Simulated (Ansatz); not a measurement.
**Ga2O3 (C2/m): spin-orbit coupling beyond the local functionals**

How far does spin-orbit coupling move the gap of Ga2O3 (C2/m)?

Method: density functionals with and without spin-orbit coupling, plane waves, PAW, in Ansatz 0.2.0.

**Experimental background.**

- Gap 4.88 eV: gap from onset of inelastic loss at Ga 2p3/2; XPS energy loss onset; film (“Metalorganic Chemical Vapor Deposition of beta-(AlxGa1-x)2O3 thin films on (001) beta-Ga2O3 substrates”, 2023, arxiv:2301.10897).

- Gap 4.5 eV: optical absorption edge from ellipsometry; spectroscopic ellipsometry; film (oxidised 75 nm GaSe layer, annealed at 800 C in oxygen) on Al2O3 (“Thin Ga2O3 Layers by Thermal Oxidation of van der Waals GaSe Nanostructures for Ultraviolet Photon Sensing”, 2024, pmc:11320379).

- Gap 4.6 eV: optical gap, direct-transition analysis, x = 0.0; diffuse reflectance, Tauc plot; 300 K; powder (solid-state synthesised powder, 1400 C in air) (“Photoelectric Studies as the Key to Understanding the Nonradiative Processes in Chromium Activated NIR Materials”, 2024, pmc:11328124).

- Gap 4.96 eV: direct optical gap from Tauc plot, film annealed at 800 C; UV-Vis transmission and reflection, Tauc plot; film (80 nm PE-ALD film on sapphire, annealed in O2 at 800 C for 15 min) on sapphire (“Investigation of Ga2O3-Based Deep Ultraviolet Photodetectors Using Plasma-Enhanced Atomic Layer Deposition System”, 2020, pmc:7662978).

- Gap 4.91 eV: direct optical gap from Tauc plot, O2-annealed; optical transmittance, Tauc extrapolation; film (RF-sputtered polycrystalline film, 120 nm, annealed at 800 C for 40 min in O2) on 4H-SiC (“Influence of Annealing Atmosphere on the Characteristics of Ga2O3/4H-SiC n-n Heterojunction Diodes”, 2020, pmc:7013600).

This is a selection; 6 further reports are not listed.

### Step 1. The structure

Symmetry: C2/m, No. 12, monoclinic system. The conventional cell has a = 12.214 Å, b = 3.037 Å, c = 5.798 Å, α = 90.00°, β = 103.83°, γ = 90.00°. Nearest to Ga lie 4 O at 1.83 to 1.86 Å. Nearest to Ga lie 6 O at 1.94 to 2.07 Å. Nearest to O lie 3 Ga at 1.83 to 1.94 Å. O has 4 Ga at 1.86 to 2.07 Å nearest. Nearest to O lie 3 Ga at 1.83 to 1.94 Å. Farther neighbours and most contacts between anions are not listed.

Coordinates:

```cif
data_structure
_symmetry_space_group_name_H-M 'P 1'
_symmetry_Int_Tables_number 1
_cell_length_a 6.2930
_cell_length_b 6.2930
_cell_length_c 5.7981
_cell_angle_alpha 103.414
_cell_angle_beta 103.414
_cell_angle_gamma 27.928
_cell_volume 104.42
loop_
_atom_site_label
_atom_site_type_symbol
_atom_site_fract_x
_atom_site_fract_y
_atom_site_fract_z
_atom_site_occupancy
Ga1 Ga 0.09050 0.09050 0.79460 1
Ga2 Ga 0.90950 0.90950 0.20540 1
Ga3 Ga 0.65866 0.65866 0.31402 1
Ga4 Ga 0.34134 0.34134 0.68598 1
O5 O 0.16450 0.16450 0.10980 1
O6 O 0.83550 0.83550 0.89020 1
O7 O 0.17330 0.17330 0.56320 1
O8 O 0.82670 0.82670 0.43680 1
O9 O 0.49590 0.49590 0.25660 1
O10 O 0.50410 0.50410 0.74340 1
```

The cell and positions come from the Crystallography Open Database and are kept as given unless a step says otherwise. The default PAW set here is soft_2. Its files were made with PBE.

### Step 2. HSE06, 4×4×2 mesh

This step: DFT, HSE06, plane waves, PAW.

Contents of input.yaml:

```yaml
crystal:
  lattice:
    - [6.107, -1.51855, 0.0]
    - [6.107, 1.51855, 0.0]
    - [-1.3859888959, 0.0, 5.630008738]
  atoms:
    - { symbol: Ga, position: [0.0905, 0.0905, 0.7946] }
    - { symbol: Ga, position: [0.9095, 0.9095, 0.2054] }
    - { symbol: Ga, position: [0.65866, 0.65866, 0.31402] }
    - { symbol: Ga, position: [0.34134, 0.34134, 0.68598] }
    - { symbol: O, position: [0.1645, 0.1645, 0.1098] }
    - { symbol: O, position: [0.8355, 0.8355, 0.8902] }
    - { symbol: O, position: [0.1733, 0.1733, 0.5632] }
    - { symbol: O, position: [0.8267, 0.8267, 0.4368] }
    - { symbol: O, position: [0.4959, 0.4959, 0.2566] }
    - { symbol: O, position: [0.5041, 0.5041, 0.7434] }
kpoints:
  mp_grid: { grid: [4, 4, 2] }
  band_path:
    path:
      - [0.0, 0.0, 0.0]
      - [-0.2663944, 0.2663944, 0.0]
      - [-0.7336056, -0.2663944, 0.0]
      - [-0.5, -0.5, 0.0]
      - [-0.5, -0.5, 0.5]
      - [-0.74186107, -0.25813893, 0.5]
      - [-0.25813893, 0.25813893, 0.5]
      - [0.0, 0.0, 0.5]
      - [-0.548372214, -0.451627786, 0.5]
    npoints: 1
hamiltonian:
  xc: hse06
scf:
  occupations: { method: fixed }
  n_extra_bands: 7
output:
  eigenvalues: true
```

The run is started by

```console
$ ansatz run input.yaml --threads 3 --pin off --max-ram 92160MiB --backend cuda --events-out ev --progress --plain --runs-dir out --devices 1 --max-vram 13GiB
```

Numbers of over 12 decimals in the logs are rounded to 6 here.

The program printed:

```text
basis.fft_grid_basis auto: the FFT boxes are laid along the combinations [[1, -1, 0], [0, 1, 0], [0, 0, 1]] of the cell's own vectors, 3.037, 6.293 and 5.798 Å long. The dense box has 24×45×40 points. Along the cell's own vectors, as sized, it would have 45×45×40, 1.88 times as many. Of the 4 symmetry operations that the crystal satisfies within crystal.symmetry.tolerance (time reversal apart; of a slab, those that k [...]
scf.n_extra_bands = 7 over 44 filled bands (N_el = 88.0): the run solves 51 bands
GPUs: using 1 of 1 available (devices: 1).
Engine: ansatz 0.2.0, x86_64-unknown-linux-gnu
Pseudopotentials: kind: paw
Pseudopotential: Ga, paw, valence charge 13, recommended cutoff 420 eV (normal), Ga.paw.azcp
Pseudopotential: O, paw, valence charge 6, recommended cutoff 420 eV (normal), O.paw.azcp
Functional definition: HSE06
  parameter a = 0.25
  parameter omega = 0.11/bohr
  exchange = pbe_x - a*pbe_x_sr(omega) + a*exact_x_sr(omega)
  correlation = pbe_c
davidson cushion auto → on  (no smearing: the cushion is to keep the highest requested band from converging to the state above it; pin scf.eigensolver.cushion to override)
device memory: the entry about to start is reckoned to put 2.1 GiB on a device that reports 52.3 GiB free (of which the cap on the GPU budget leaves the run 13.0 GiB)
GPU FFT provider: cuFFT
GPU libraries: cuBLAS 13.8.2, cuFFT 12.4.0, cuSOLVER 12.3.4
Crystal: 10 atoms, lattice volume = 104.423 Å³
Basis set: ecut = 420 eV, 2037 PW (Γ), FFT grids on a1−a2, a2, a3
Bands: 51, of which v1, the nominal top of the filled ones, is band 44 counted from 1 (43 counted from 0)
Symmetry: 4 space group operations
Space group: C2/m (ITA 12), of the structure as read, at distance tolerance 4.7e-5 Å
k-points: 14 of 32
Non-local potential: Ga, projectors of the file, l = 0: 2, l = 1: 2, l = 2: 3, l = 3: 1
Non-local potential: O, projectors of the file, l = 0: 2, l = 1: 2, l = 2: 1
PAW form: soft (Blöchl's): semilocal exchange-correlation on the pseudo side does not see the compensation charge
PAW frozen core: Ga, regenerated for the run's functional, and the local potential with it (the file was generated under x = pbe(κ = 0.804, μ = 0.219515), c = pbe(β = 0.066725))
PAW frozen core: O, regenerated for the run's functional, and the local potential with it (the file was generated under x = pbe(κ = 0.804, μ = 0.219515), c = pbe(β = 0.066725))
PAW one-centre angular grid: Ga, 590 points (default); XC on 64 Gauss nodes
PAW one-centre angular grid: O, 110 points (default); XC on 96 Gauss nodes
Initial density: superposition of atomic densities (neutral atoms: chi_scale 0, normalization atom), corrected by the library's trained network
Initial wavefunctions: pseudopotential atomic-orbital guess
GPU buffer pool allocated for 43200 grid points (all kernels)
[...]
Frozen-core exchange: fock
SCF iter   1: F=—  HF=-18541.404225 eV  |F-HF|=—  |Δ(HF+E_count)|=         —  Δρ=5.47e-5  dr2=2.38e-6  ethr=1.10e-6  ⟨swp⟩=3.1  Hψ=1682  notcnv=0
preconditioner: auto → none  [insulator: Δε(μ)=4.263 eV  Ē_g=19.935 eV  n_scr=34 (ndim 8)  ℏωp=34.1 eV  f_vac=0.020]
SCF iter   2: F=—  HF=-18541.404234 eV  |F-HF|=—  |Δ(HF+E_count)|=   9.77e-6  Δρ=2.75e-5  dr2=3.72e-7  ethr=2.17e-9  ⟨swp⟩=4.7  Hψ=2986  notcnv=0  defer=1
iter 3 solved again at ethr=1.84e-11 eV; its pass at ethr=3.27e-10 eV (dr2=1.62e-8 eV) is discarded
SCF iter   3: F=-18541.404234 eV  HF=-18541.404234 eV  |F-HF|=1.18e-8  |Δ(HF+E_count)|=   2.57e-8  Δρ=7.98e-6  dr2=5.47e-8  ethr=1.84e-11  ⟨swp⟩=3.3  Hψ=3453  notcnv=0
SCF 3 converged in 3 iterations: F = -18541.404234 eV  dr2 = 5.47e-8
hybrid outer 2: dexx = +2.980e-6 eV, tail = 1.98e-7 eV, Δε = 3.06e-3 eV (about 1.15e-4 eV left of the loop's levels)
the search or the solves at the SCF's close seem to have found levels that the self-consistency loop had missed (the run counts 1). By its estimate they hold under 1e-12 electrons; where the run keeps them, the occupations were computed again with them
device memory: the entry about to start is reckoned to put 0.8 GiB on a device that reports 50.5 GiB free (of which the cap on the GPU budget leaves the run 13.0 GiB)
NSCF: frozen V_eff on 9 k-points
hybrid SCF converged: 2 outer / 10 inner (+2 warm-up), last move |dexx| = 2.98e-6 eV, tail = 1.98e-7 eV
Stability not checked: this state was not tested for a lower state beside it, because the functional holds exact exchange (a hybrid, or Hartree-Fock), whose exchange loop this test does not read (fock_operator; see scf.lower_state_search)
Free energy (F): -18541.404234 eV
Frozen-core exchange: fock
Harris-Foulkes:  -18541.404234 eV  (|F-HF|=1.18e-8)
Internal energy: -18541.404234 eV  (E = F + TS)
E sigma→0 (E₀):  -18541.404234 eV
Fermi energy:    6.916145 eV
--- Per-component energies (eV) ---
  E_band       = -295.571094
  E_kinetic    = 1525.425234
  E_local      = -9104.066997  (includes V_loc(G=0)·N_el)
  E_nonlocal   = 2020.489999
  E_hartree    = 4106.539930
  E_xc         = -571.736397
  E_vxc        = -629.713447  (∫ρ·V_xc dr)
  E_exx        = -311.822538  (= α·E_x^exact, valence–valence)
  E_paw        = -8781.763124  (= ΣΔE_a)
  E_vpaw       = -1697.157663  (= ΣTr[D̂ρ^β])
  E_aug_tail   = 0.014222  (compensation charges beyond the density's cutoff)
  E_ewald      = -7424.773589
  E_core_change = 0.289025  (= ΣΔE_core)
  E_smearing   = -0.000000  (= −TS)
  E_closure    = -0.000000  (closes the sum)
  Σ components = -18541.404234   (vs F -18541.404234, Δ=0.00e0)
--- Band table (eV; the first three rows and the last of 14) ---
  k-point 0: bands = [... 40 lower, 6.3359, 6.4579, 6.6827, 6.9095, 11.1794, 14.6786, 15.6059, 15.8246, ... 3 higher]
  k-point 1: bands = [... 40 lower, 6.2404, 6.3784, 6.5393, 6.6143, 13.6296, 13.7532, 15.7914, 16.3080, ... 3 higher]
  k-point 2: bands = [... 40 lower, 5.8939, 6.1641, 6.3792, 6.8517, 13.5959, 15.2915, 16.0837, 17.1340, ... 3 higher]
  k-point 13: bands = [... 40 lower, 6.3318, 6.3655, 6.4108, 6.9161, 14.1001, 14.2161, 15.2398, 15.5715, ... 3 higher]
```

The job ended after 35 s (1 × NVIDIA H100 80GB HBM3 (shared by 6 runs) with 3 threads of AMD EPYC 7R13 (Zen 3), shared host; peak memory 1.5 GiB).

This step gave:

```
gap                     : 4.245 eV
valence top at          : k = (-0.548, -0.452, 0.500)
conduction bottom at    : Γ
least direct gap        : 4.270 eV
exact-exchange fraction : 0.25
```

The gap is indirect, with the least direct gap 0.02 eV higher.

### Step 3. HSE06+SOC, 4×4×2 mesh

The many-body steps leave out spin-orbit coupling, so its effect is taken from a two-component run, with twice the bands.

This step: DFT, HSE06 with spin-orbit coupling, plane waves, PAW.

input.yaml, as its differences from that of step 2:

```diff
@@ -34,3 +34,6 @@
   occupations: { method: fixed }
-  n_extra_bands: 7
+  n_extra_bands: 14
+magnetization:
+  noncollinear: true
+  spin_orbit: true
 output:
```

The program printed:

```text
[...]
GPUs: using 1 of 1 available (devices: 1).
[...]
non-collinear run that drives no moment, with spin-orbit: no starting moment large enough to seed its density (crystal.atoms[].spin), no starting occupations that ask for one, no magnetisation constraint and no magnetic field, so the semilocal B_xc is pinned to zero
[...]
GPU FFT provider: cuFFT
GPU libraries: cuBLAS 13.8.2, cuFFT 12.4.0, cuSOLVER 12.3.4
Crystal: 10 atoms, lattice volume = 104.423 Å³
Basis set: ecut = 420 eV, 2037 PW (Γ), FFT grids on a1−a2, a2, a3
Bands: 102, of which v1, the nominal top of the filled ones, is band 88 counted from 1 (87 counted from 0)
Symmetry: 4 space group operations + 4 with time reversal
[...]
k-points: 14 of 32
Projection manifold: j_resolved (fully-relativistic pseudo-atomic orbitals)
[...]
GPU buffer pool allocated for 43200 grid points (all kernels)
[...]
SCF iter   1: F=—  HF=-18542.424224 eV  |F-HF|=—  |Δ(HF+E_count)|=         —  Δρ=1.13e-1  dr2=6.86e0  dr2_m=0.00e0 (ungated)  ethr=1.00e-1  |M|=0.00e0 ∫|m|=0.00e0 μB  |m|>n=0.0e0 m-floor=0.0e0 τ_xc=0.0e0  β_m=0.30  ⟨swp⟩=3.9  Hψ=5515  notcnv=0
[...]
SCF iter   7: F=-18540.278355 eV  HF=-18540.278384 eV  |F-HF|=2.90e-5  |Δ(HF+E_count)|=   1.11e-4  Δρ=5.05e-4  dr2=1.06e-4  dr2_m=0.00e0 (ungated)  ethr=2.51e-6  |M|=0.00e0 ∫|m|=0.00e0 μB  |m|>n=0.0e0 m-floor=0.0e0 τ_xc=0.0e0  ⟨swp⟩=3.1  Hψ=3425  notcnv=0
SCF 1 stopped early in 7 iterations: F = -18540.278355 eV  dr2 = 1.06e-4
[...]
GPU FFT provider: cuFFT
GPU libraries: cuBLAS 13.8.2, cuFFT 12.4.0, cuSOLVER 12.3.4
Projection manifold: j_resolved (fully-relativistic pseudo-atomic orbitals)
[...]
GPU buffer pool allocated for 43200 grid points (all kernels)
[...]
Frozen-core exchange: fock
SCF iter   1: F=—  HF=-18538.987929 eV  |F-HF|=—  |Δ(HF+E_count)|=         —  Δρ=1.65e-2  dr2=1.21e-1  dr2_m=0.00e0 (ungated)  ethr=1.20e-6  |M|=0.00e0 ∫|m|=0.00e0 μB  |m|>n=0.0e0 m-floor=0.0e0 τ_xc=0.0e0  β_m=0.30  ⟨swp⟩=7.5  Hψ=7699  notcnv=0
[...]
SCF iter   5: F=-18538.976882 eV  HF=-18538.976879 eV  |F-HF|=3.25e-6  |Δ(HF+E_count)|=   4.30e-4  Δρ=2.86e-4  dr2=4.85e-5  dr2_m=0.00e0 (ungated)  ethr=2.02e-7  |M|=0.00e0 ∫|m|=0.00e0 μB  |m|>n=0.0e0 m-floor=0.0e0 τ_xc=0.0e0  ⟨swp⟩=4.0  Hψ=5076  notcnv=0
SCF 2 stopped early in 5 iterations: F = -18538.976882 eV  dr2 = 4.85e-5
[...]
hybrid outer 1: dexx = +4.902e-2 eV, tail = 3.45e-4 eV
GPU FFT provider: cuFFT
GPU libraries: cuBLAS 13.8.2, cuFFT 12.4.0, cuSOLVER 12.3.4
Projection manifold: j_resolved (fully-relativistic pseudo-atomic orbitals)
GPU buffer pool allocated for 43200 grid points (all kernels)
[...]
Frozen-core exchange: fock
SCF iter   1: F=—  HF=-18538.975126 eV  |F-HF|=—  |Δ(HF+E_count)|=         —  Δρ=1.78e-4  dr2=2.58e-5  dr2_m=0.00e0 (ungated)  ethr=1.96e-6  |M|=0.00e0 ∫|m|=0.00e0 μB  |m|>n=0.0e0 m-floor=0.0e0 τ_xc=0.0e0  β_m=0.30  ⟨swp⟩=3.0  Hψ=3293  notcnv=0
[...]
SCF iter   4: F=-18538.975137 eV  HF=-18538.975137 eV  |F-HF|=1.50e-9  |Δ(HF+E_count)|=   1.19e-7  Δρ=9.75e-6  dr2=7.48e-8  dr2_m=0.00e0 (ungated)  ethr=1.09e-9  |M|=0.00e0 ∫|m|=0.00e0 μB  |m|>n=0.0e0 m-floor=0.0e0 τ_xc=0.0e0  ⟨swp⟩=3.1  Hψ=4043  notcnv=0
SCF 3 converged in 4 iterations: F = -18538.975137 eV  dr2 = 7.48e-8
[...]
NSCF: frozen V_eff on 9 k-points
[...]
Magnetization: |M| = 0.0000 μB,  M = (+0.0000, +0.0000, +0.0000) μB
Absolute magnetization: 0.0000 μB (∫|m|)
  site 0: m = (+0.0000, +0.0000, +0.0000) μB, |m| = 0.0000 μB  (R = 0.76 Å)
  site 1: m = (+0.0000, +0.0000, +0.0000) μB, |m| = 0.0000 μB  (R = 0.76 Å)
  site 2: m = (+0.0000, +0.0000, +0.0000) μB, |m| = 0.0000 μB  (R = 0.80 Å)
  site 3: m = (+0.0000, +0.0000, +0.0000) μB, |m| = 0.0000 μB  (R = 0.80 Å)
  site 4: m = (+0.0000, +0.0000, +0.0000) μB, |m| = 0.0000 μB  (R = 0.76 Å)
  site 5: m = (+0.0000, +0.0000, +0.0000) μB, |m| = 0.0000 μB  (R = 0.76 Å)
  site 6: m = (+0.0000, +0.0000, +0.0000) μB, |m| = 0.0000 μB  (R = 0.77 Å)
  site 7: m = (+0.0000, +0.0000, +0.0000) μB, |m| = 0.0000 μB  (R = 0.77 Å)
  site 8: m = (+0.0000, +0.0000, +0.0000) μB, |m| = 0.0000 μB  (R = 0.76 Å)
  site 9: m = (+0.0000, +0.0000, +0.0000) μB, |m| = 0.0000 μB  (R = 0.76 Å)
Free energy (F): -18538.975137 eV
Frozen-core exchange: fock
[...]
Internal energy: -18538.975137 eV  (E = F + TS)
E sigma→0 (E₀):  -18538.975137 eV
Fermi energy:    6.916584 eV
[...]
--- Band table (eV; the first three rows and the last of 14) ---
  k-point 0: bands = [... 84 lower, 6.6831, 6.6831, 6.9106, 6.9106, 11.1793, 11.1793, 14.6784, 14.6784, ... 10 higher]
  k-point 1: bands = [... 84 lower, 6.5384, 6.5384, 6.6162, 6.6162, 13.6294, 13.6294, 13.7533, 13.7533, ... 10 higher]
  k-point 2: bands = [... 84 lower, 6.3795, 6.3795, 6.8522, 6.8522, 13.5956, 13.5956, 15.2910, 15.2910, ... 10 higher]
  k-point 13: bands = [... 84 lower, 6.4115, 6.4115, 6.9166, 6.9166, 14.1001, 14.1001, 14.2157, 14.2157, ... 10 higher]
```

Elapsed: 1.8 min, on 1 × NVIDIA H100 80GB HBM3 (shared by 6 runs) with 3 threads; peak memory 2.4 GiB; 3.4 min of CPU time.

This step gave:

| Item | Value |
| --- | --- |
| gap | 4.245 eV |
| valence top at | k = (-0.548, -0.452, 0.500) |
| conduction bottom at | Γ |
| least direct gap | 4.269 eV |
| exact-exchange fraction | 0.25 |

The gap is that of HSE06.

### Step 4. Together

Times are wall times on 1 × NVIDIA H100 80GB HBM3 (shared by 6 runs) with 3 threads of AMD EPYC 7R13 (Zen 3), shared host, good to a factor of about two.

```
level  gap (eV)  with coupling (eV)  change (eV)  time  with coupling
HSE06      4.25                4.24      −0.0004  35 s        1.8 min
```

### Step 5. Summary of results

* HSE06: 4.25 eV
* HSE06+SOC: 4.24 eV

**Reading.** Spin-orbit coupling changes the gap by −0.0004 eV and the least direct gap by −0.001 eV. Against experiment, by HSE06+SOC: the gap of 4.24 eV lies −0.64 eV from the measured 4.88 eV (kind not stated, 2023); the gap of 4.24 eV lies −0.26 eV from the measured 4.5 eV (optical, on Al2O3, 2024); the direct gap of 4.27 eV lies −0.33 eV from the measured 4.6 eV (direct, 300 K, 2024); the direct gap of 4.27 eV lies −0.69 eV from the measured 4.96 eV (direct, on sapphire, 2020); the direct gap of 4.27 eV lies −0.64 eV from the measured 4.91 eV (direct, on 4H-SiC, 2020). An exciton line or allowed optical edge lies below the quasiparticle gap by the binding energy; a forbidden edge can push the onset above it. The lattice is static and excitons are left out.

[Paths, hosts, dates, memory and timing lines, banners, echoed tables and standing remarks are left out of the program output.]

[Logs are printed without paths, hosts, clocks, repeated set-up lines and the standing remarks that a program may print on its own settings, such as how far it seeks lower states.]

[Runs of the session that timed out or met a known fault of the program may be left out.]

[Cells called generated may have been cut or substituted from an entry of the Crystallography Open Database or the Materials Project.]

[Hosts, paths, dates, database ids (printed as entryN), source tags and the programs' standing remarks are cut or masked in the printed files.]
